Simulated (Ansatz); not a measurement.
An input for Ansatz 0.2.0 (AgCl (Fm-3m)):

```yaml
crystal:
  lattice:
    - [0.0, 2.7985, 2.7985]
    - [2.7985, 0.0, 2.7985]
    - [2.7985, 2.7985, 0.0]
  atoms:
    - { symbol: Ag, position: [0.0, 0.0, 0.0] }
    - { symbol: Cl, position: [0.5, 0.5, 0.5] }
kpoints:
  mp_grid: { grid: [6, 6, 6] }
  band_path:
    path:
      - [0.0, 0.0, 0.0]
      - [0.5, 0.0, 0.5]
      - [0.625, 0.25, 0.625]
      - [0.375, 0.375, 0.75]
      - [0.5, 0.5, 0.5]
      - [0.5, 0.25, 0.75]
      - [0.0375, 0.0375, 0.075]
    npoints: 1
hamiltonian:
  xc: hse06
scf:
  occupations: { method: fixed }
  n_extra_bands: 4
output:
  eigenvalues: true
```

```sh
ansatz run input.yaml --threads 3 --pin off --max-ram 92160MiB --backend cuda --events-out ev --progress --plain --runs-dir out --devices 1 --max-vram 13GiB  # rebuilt from the run's record
```

Question: How long will it take on 1 × NVIDIA H100 80GB HBM3 (shared by 6 runs) with 3 threads of AMD EPYC 7R13 (Zen 3), shared host, and how much memory?

It took 20 s; on shared hardware allow 9.9 s to 40 s. Peak host memory was 1.2 GiB. The sizes that set the cost: 869 plane waves a state, 16 irreducible k points and 11 SCF cycles.

Exact exchange couples every pair of k points and filled bands, so it costs far more than a semilocal run.

[Paths, hosts, dates, memory and timing lines, banners, echoed tables and standing remarks are left out of the program output.]

[Logs are printed without paths, hosts, clocks, repeated set-up lines and the standing remarks that a program may print on its own settings, such as how far it seeks lower states.]

[Runs of the session that timed out or met a known fault of the program may be left out.]

[Cells called generated may have been cut or substituted from an entry of the Crystallography Open Database or the Materials Project.]

[Hosts, paths, dates, database ids (printed as entryN), source tags and the programs' standing remarks are cut or masked in the printed files.]
